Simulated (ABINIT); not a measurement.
```
! title: NaI (Fm-3m): a self-consistent loop beyond G0W0, cycle by cycle
! method: RPA screening on PBE from quasiparticle energies and orbitals, plane waves, norm-conserving pseudopotentials (and 4 further levels or steps)
! program: ABINIT 10.8.3
! settings: cutoff 38 Ha, PseudoDojo scalar-relativistic 0.4.1 standard, norm-conserving, ngkpt (4, 4, 4), nband 46, ecuteps 3.2 Ha, gwcalctyp 28, inclvkb 2, shiftk (0, 0, 0), symchi 1, awtr 1, frequency ppm, cycle 7, q points all but q = 0, 4×4×4 k-mesh
! cost: 22 runs, 15 min in all on 8 MPI ranks of Arm Neoverse V2, shared host
! notes: The cell and positions come from the Crystallography Open Database and are kept as given unless a step says otherwise. Limits: no spin-orbit coupling.
! G0W0: 5.348 eV
! QSGW, cycle 1: 5.683 eV
! QSGW, cycle 2: 6.162 eV
! QSGW, cycle 3: 6.252 eV
! QSGW, cycle 4: 6.453 eV
! QSGW, cycle 5: 6.505 eV
! QSGW, cycle 6: 6.473 eV
! QSGW, cycle 7: 6.485 eV
! known limits: short of the basis limit; no spin-orbit coupling
CELL_PARAMETERS angstrom
0.00000 3.23640 3.23640
3.23640 0.00000 3.23640
3.23640 3.23640 0.00000
ATOMIC_POSITIONS crystal
Na 0.00000 0.00000 0.00000
I 0.50000 0.50000 0.50000
```

[Long decimals in the printed logs are rounded to 6 places.]

[Logs are printed without paths, hosts, clocks, repeated set-up lines and the standing remarks that a program may print on its own settings, such as how far it seeks lower states.]

[Paths, hosts, dates, memory and timing lines, banners, echoed tables and standing remarks are left out of the program output; an Ansatz launch command may be rebuilt from the run's recorded settings. Measured values are a selection of at most five: reports struck by readers or far from the other reports are left out. None is set beside runs whose start may be inverted or whose files or cutoffs have a known fault.]

[Runs of the session that timed out or met a known fault of the program may be left out.]

[Hosts, paths, dates, database ids (printed as entryN), source tags and the programs' standing remarks are cut or masked in the printed files.]

[G0W0 gaps are taken among the corrected bands and points alone; a level outside them can change the order at an edge.]

[Where Ansatz stands beside ABINIT at settings called matched, ABINIT's density can come from a denser mesh and the files from another edition; pairs whose starting gaps differed by over 0.03 eV were left out, so agreement reads better than it is.]
